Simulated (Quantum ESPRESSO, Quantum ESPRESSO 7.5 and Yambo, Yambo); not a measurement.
# ZrSe3 (P2_1/m): G0W0 with Yambo, start to end

Aim: the G0W0 gap of ZrSe3 (P2_1/m) on PBEsol, step by step.

Main program and level: Quantum ESPRESSO 7.5 and Yambo 5.3.0; PBEsol and many-body steps on it, plane waves.

### Step 1. The structure

It takes space group P2_1/m (No. 11, monoclinic). Conventional cell: a = 5.411 Å, b = 3.749 Å, c = 9.444 Å, α = 90.00°, β = 97.48°, γ = 90.00°. Zr has 8 Se at 2.72 to 2.87 Å nearest. Nearest to Se lie 4 Zr at 2.72 to 2.87 Å. Nearest to Se lie 1 Se at 2.34 Å and 2 Zr at 2.73 Å. Se has 1 Se at 2.34 Å and 2 Zr at 2.74 Å nearest. Farther neighbours and most contacts between anions are not listed.

As a file:

```cif
data_structure
_symmetry_space_group_name_H-M 'P2_1/m'
_symmetry_Int_Tables_number 11
_cell_length_a 5.4109
_cell_length_b 3.7488
_cell_length_c 9.4440
_cell_angle_alpha 90.000
_cell_angle_beta 97.480
_cell_angle_gamma 90.000
_cell_volume 189.94
loop_
_atom_site_label
_atom_site_type_symbol
_atom_site_symmetry_multiplicity
_atom_site_Wyckoff_symbol
_atom_site_fract_x
_atom_site_fract_y
_atom_site_fract_z
_atom_site_occupancy
Zr1 Zr 2 e 0.28500 0.25000 0.65600 1
Se1 Se 2 e 0.76200 0.25000 0.55400 1
Se2 Se 2 e 0.45600 0.25000 0.17400 1
Se3 Se 2 e 0.88800 0.25000 0.16900 1
```

The cell and positions come from the Crystallography Open Database and are kept as given unless a step says otherwise.

### Step 2. Ground state

This step: Quantum ESPRESSO 7.5; DFT, PBEsol, plane waves, norm-conserving pseudopotentials.

The ground-state density comes first.

Input file pw.in:

```
&control
  calculation = 'scf'
  prefix = 'x'
  outdir = 'o'
  pseudo_dir = 'pseudo'
/
&system
  ibrav = 0
  nat = 8
  ntyp = 2
  ecutwfc = 104.0
  nbnd = 92
  force_symmorphic = .true.
/
&electrons
  conv_thr = 1e-10
  electron_maxstep = 80
  mixing_beta = 0.5
/
ATOMIC_SPECIES
  Zr 91.224 Zr.upf
  Se 78.971 Se.upf
CELL_PARAMETERS angstrom
  5.4109000000 -0.0000000000 -0.0000000000
  -0.0000000000 3.7488000000 0.0000000000
  -1.2294209091 0.0000000000 9.3636349901
ATOMIC_POSITIONS crystal
  Zr 0.2850000000 0.2500000000 0.6560000000
  Zr 0.7150000000 0.7500000000 0.3440000000
  Se 0.7620000000 0.2500000000 0.5540000000
  Se 0.2380000000 0.7500000000 0.4460000000
  Se 0.4560000000 0.2500000000 0.1740000000
  Se 0.5440000000 0.7500000000 0.8260000000
  Se 0.8880000000 0.2500000000 0.1690000000
  Se 0.1120000000 0.7500000000 0.8310000000
K_POINTS automatic
  4 6 2 0 0 0
```

The run is started by

```
OMP_NUM_THREADS=1 mpirun -n 8 pw.x -nk 8 -in pw.in > pw.out
```

Output:

```text
Program PWSCF v.7.5 starts

     This program is part of the open-source Quantum ESPRESSO suite
     for quantum simulation of materials; please cite
         "P. Giannozzi et al., J. Phys.:Condens. Matter 21 395502 (2009);
         "P. Giannozzi et al., J. Phys.:Condens. Matter 29 465901 (2017);
         "P. Giannozzi et al., J. Chem. Phys. 152 154105 (2020);
     in publications or presentations arising from this work. More details at
     Message from routine setup:
     using ibrav=0 with symmetry is DISCOURAGED, use correct ibrav instead

     G-vector sticks info

     bravais-lattice index     =            0
     lattice parameter (alat)  =      10.2251  a.u.
     unit-cell volume          =    1281.7486 (a.u.)^3
     number of atoms/cell      =            8
     number of atomic types    =            2
     number of electrons       =       168.00
     number of Kohn-Sham states=           92
     kinetic-energy cutoff     =     104.0000  Ry
     charge density cutoff     =     416.0000  Ry
     scf convergence threshold =      1.0E-10
     mixing beta               =       0.5000
     number of iterations used =            8  plain     mixing
     Exchange-correlation= PBESOL
                           (   1   4  10   8   0   0   0)

     celldm(1)=  10.225119  celldm(2)=   0.000000  celldm(3)=   0.000000
     celldm(4)=   0.000000  celldm(5)=   0.000000  celldm(6)=   0.000000

     crystal axes: (cart. coord. in units of alat)
               a(1) = (   1.000000  -0.000000  -0.000000 )
               a(2) = (  -0.000000   0.692824   0.000000 )
               a(3) = (  -0.227212   0.000000   1.730513 )

     reciprocal axes: (cart. coord. in units 2 pi/alat)
               b(1) = (  1.000000  0.000000  0.131297 )
               b(2) = (  0.000000  1.443369  0.000000 )
               b(3) = (  0.000000  0.000000  0.577863 )
     Pseudo is Norm-conserving + core correction, Zval = 12.0
     Generated using ONCVPSP code by D. R. Hamann
     Using radial grid of 1604 points,  6 beta functions with:
     Pseudo is Norm-conserving + core correction, Zval = 24.0
     Generated using ONCVPSP code by D. R. Hamann
     Using radial grid of 1198 points,  6 beta functions with:
     Zr               12.00    91.22400     Zr( 1.00)
     Se               24.00    78.97100     Se( 1.00)

      2 Sym. Ops., with inversion, found

   Cartesian axes

     site n.     atom                  positions (alat units)
         1        Zr     tau(   1) = (   0.1359490   0.1732059   1.1352168  )
         2        Zr     tau(   2) = (   0.6368391   0.5196178   0.5952966  )
         3        Se     tau(   3) = (   0.6361246   0.1732059   0.9587044  )
         4        Se     tau(   4) = (   0.1366635   0.5196178   0.7718090  )
         5        Se     tau(   5) = (   0.4164651   0.1732059   0.3011093  )
         6        Se     tau(   6) = (   0.3563230   0.5196178   1.4294041  )
         7        Se     tau(   7) = (   0.8496012   0.1732059   0.2924568  )
         8        Se     tau(   8) = (  -0.0768131   0.5196178   1.4380566  )

     number of k points=    28
                       cart. coord. in units 2pi/alat
        k(    1) = (   0.0000000   0.0000000   0.0000000), wk =   0.0416667
        k(    2) = (   0.0000000   0.0000000  -0.2889316), wk =   0.0416667
        k(    3) = (   0.0000000   0.2405614   0.0000000), wk =   0.0833333
        k(    4) = (   0.0000000   0.2405614  -0.2889316), wk =   0.0833333
        k(    5) = (   0.0000000   0.4811228   0.0000000), wk =   0.0833333
        k(    6) = (   0.0000000   0.4811228  -0.2889316), wk =   0.0833333
        k(    7) = (   0.0000000  -0.7216843   0.0000000), wk =   0.0416667
        k(    8) = (   0.0000000  -0.7216843  -0.2889316), wk =   0.0416667
        k(    9) = (   0.2500000   0.0000000   0.0328243), wk =   0.0833333
        k(   10) = (   0.2500000   0.0000000  -0.2561072), wk =   0.0833333
     [... 16 further rows ...]
        k(   27) = (  -0.2500000   0.4811228  -0.0328243), wk =   0.0833333
        k(   28) = (  -0.2500000   0.4811228   0.2561072), wk =   0.0833333

     Dense  grid:   183623 G-vectors     FFT dimensions: (  72,  45, 120)

     Initial potential from superposition of free atoms

     starting charge     167.9953, renormalised to     168.0000
     Starting wfcs are   98 randomized atomic wfcs

     per-process dynamical memory:   310.5 Mb

     Self-consistent Calculation

     iteration #  1     ecut=   104.00 Ry     beta= 0.50

     Threshold (ethr) on eigenvalues was too large:
     Diagonalizing with lowered threshold

     total energy              =   -4260.05157698 Ry
     estimated scf accuracy    <       0.27108864 Ry

     iteration #  2     ecut=   104.00 Ry     beta= 0.50

     total energy              =   -4260.04153124 Ry
     estimated scf accuracy    <       0.47743709 Ry

     iteration #  3     ecut=   104.00 Ry     beta= 0.50

     total energy              =   -4260.12559272 Ry
     estimated scf accuracy    <       0.05148899 Ry

     iteration #  4     ecut=   104.00 Ry     beta= 0.50

     total energy              =   -4260.13215999 Ry
     estimated scf accuracy    <       0.00527845 Ry

     iteration #  5     ecut=   104.00 Ry     beta= 0.50

     total energy              =   -4260.13293116 Ry
     estimated scf accuracy    <       0.00032202 Ry

     iteration #  6     ecut=   104.00 Ry     beta= 0.50

     total energy              =   -4260.13297176 Ry
     estimated scf accuracy    <       0.00002967 Ry

     iteration #  7     ecut=   104.00 Ry     beta= 0.50

     total energy              =   -4260.13297607 Ry
     estimated scf accuracy    <       0.00000184 Ry

     iteration #  8     ecut=   104.00 Ry     beta= 0.50

     total energy              =   -4260.13297638 Ry
     estimated scf accuracy    <       0.00000027 Ry

     iteration #  9     ecut=   104.00 Ry     beta= 0.50

     total energy              =   -4260.13297643 Ry
     estimated scf accuracy    <       0.00000003 Ry

     iteration # 10     ecut=   104.00 Ry     beta= 0.50

     total energy              =   -4260.13297644 Ry
     estimated scf accuracy    <          5.7E-09 Ry

     iteration # 11     ecut=   104.00 Ry     beta= 0.50

     total energy              =   -4260.13297644 Ry
     estimated scf accuracy    <          9.2E-10 Ry

     iteration # 12     ecut=   104.00 Ry     beta= 0.50

     End of self-consistent calculation

          k = 0.0000 0.0000 0.0000 ( 22959 PWs)   bands (ev):

  -197.1565-197.1565-197.1420-197.1420-196.3596-196.3596-136.9919-136.9919
  -136.9784-136.9784-136.7591-136.7591-136.7526-136.7526-136.7431-136.7431
  -136.7368-136.7368-136.0461-136.0461-136.0392-136.0392-136.0249-136.0249
   -38.4723 -38.4717 -37.4172 -37.4172 -37.3246 -37.3246 -37.3118 -37.3118
   -37.3064 -37.3063 -37.2790 -37.2790 -37.2707 -37.2707 -37.0860 -37.0858
   -37.0826 -37.0826 -37.0679 -37.0678 -37.0649 -37.0648 -36.4466 -36.4451
   -36.4433 -36.4431 -36.4295 -36.4287 -36.4282 -36.4265 -36.4198 -36.4194
   -16.6357 -16.6070 -16.5265 -16.5199 -16.4585 -16.4404  -4.4153  -4.0883
    -2.4080  -1.3772  -0.5626  -0.5406   4.5168   4.8776   5.8356   5.9862
     6.1655   7.3504   7.5153   7.9998   8.5120   9.4022   9.6622   9.8077
     9.8205   9.9269  10.3966  10.5071  11.1681  11.5509  13.1795  13.3778
    13.5624  13.6668  14.0145  14.0699

          k = 0.0000 0.0000-0.2889 ( 23008 PWs)   bands (ev):

  -197.1565-197.1565-197.1420-197.1420-196.3596-196.3596-136.9919-136.9919
  -136.9784-136.9784-136.7591-136.7591-136.7526-136.7526-136.7431-136.7431
  -136.7368-136.7368-136.0461-136.0461-136.0392-136.0392-136.0249-136.0249
   -38.4723 -38.4717 -37.4172 -37.4172 -37.3246 -37.3246 -37.3118 -37.3118
   -37.3064 -37.3063 -37.2790 -37.2790 -37.2707 -37.2707 -37.0860 -37.0858
[...]
13.5825  13.6817  13.8918  14.0385

          k = 0.0000 0.2406 0.0000 ( 22977 PWs)   bands (ev):

  -197.1565-197.1565-197.1420-197.1420-196.3596-196.3596-136.9919-136.9919
  -136.9784-136.9784-136.7591-136.7591-136.7526-136.7526-136.7431-136.7431
  -136.7368-136.7368-136.0461-136.0461-136.0392-136.0392-136.0249-136.0249
[...]
-36.4433 -36.4432 -36.4293 -36.4285 -36.4280 -36.4266 -36.4196 -36.4193
   -16.6244 -16.6028 -16.5646 -16.5627 -16.4527 -16.4370  -4.2927  -4.0262
    -2.3316  -1.3674  -0.5069  -0.4878   4.6677   4.8369   5.9580   6.1228
     6.2041   7.0365   7.3921   7.8580   7.9148   9.1147   9.3508   9.4040
     9.4906   9.6469   9.6471   9.9554  11.8204  12.1506  13.3036  13.4275
    13.4714  13.6249  13.8086  13.8945

          k = 0.0000 0.2406-0.2889 ( 22960 PWs)   bands (ev):

     [... further k-points ...]

     highest occupied, lowest unoccupied level (ev):    10.5071   10.8283

!    total energy              =   -4260.13297644 Ry
     estimated scf accuracy    <          6.7E-11 Ry

     The total energy is the sum of the following terms:
     one-electron contribution =   -3765.49580427 Ry
     hartree contribution      =    1746.79974119 Ry
     xc contribution           =    -382.63172040 Ry
     ewald contribution        =   -1858.80519295 Ry

     convergence has been achieved in  12 iterations

     XML data file, charge density, pseudopotentials, collected wavefunctions

=------------------------------------------------------------------------------=
   JOB DONE.
=------------------------------------------------------------------------------=
```

It took 4.3 min on 8 MPI ranks of Arm Neoverse V2, shared host; peak memory 3.6 GiB.

This step gave:

| Property | Result |
| --- | --- |
| total energy | -57962.0619 eV |
| gap | 0.3212 eV |
| k of the valence top | 0, 0, 0 |
| k of the conduction bottom | -0.5, 0.1667, 0 |
| least direct gap | 0.6027 eV |

The gap is indirect, with the least direct gap 0.28 eV higher.

[end of part 1 of 3]

[Paths, hosts, dates, memory and timing lines, banners, echoed tables and standing remarks are left out of the program output.]

[Logs are printed without paths, hosts, clocks, repeated set-up lines and the standing remarks that a program may print on its own settings, such as how far it seeks lower states.]

[Runs of the session that timed out or met a known fault of the program may be left out.]

[Hosts, paths, dates, database ids (printed as entryN), source tags and the programs' standing remarks are cut or masked in the printed files.]
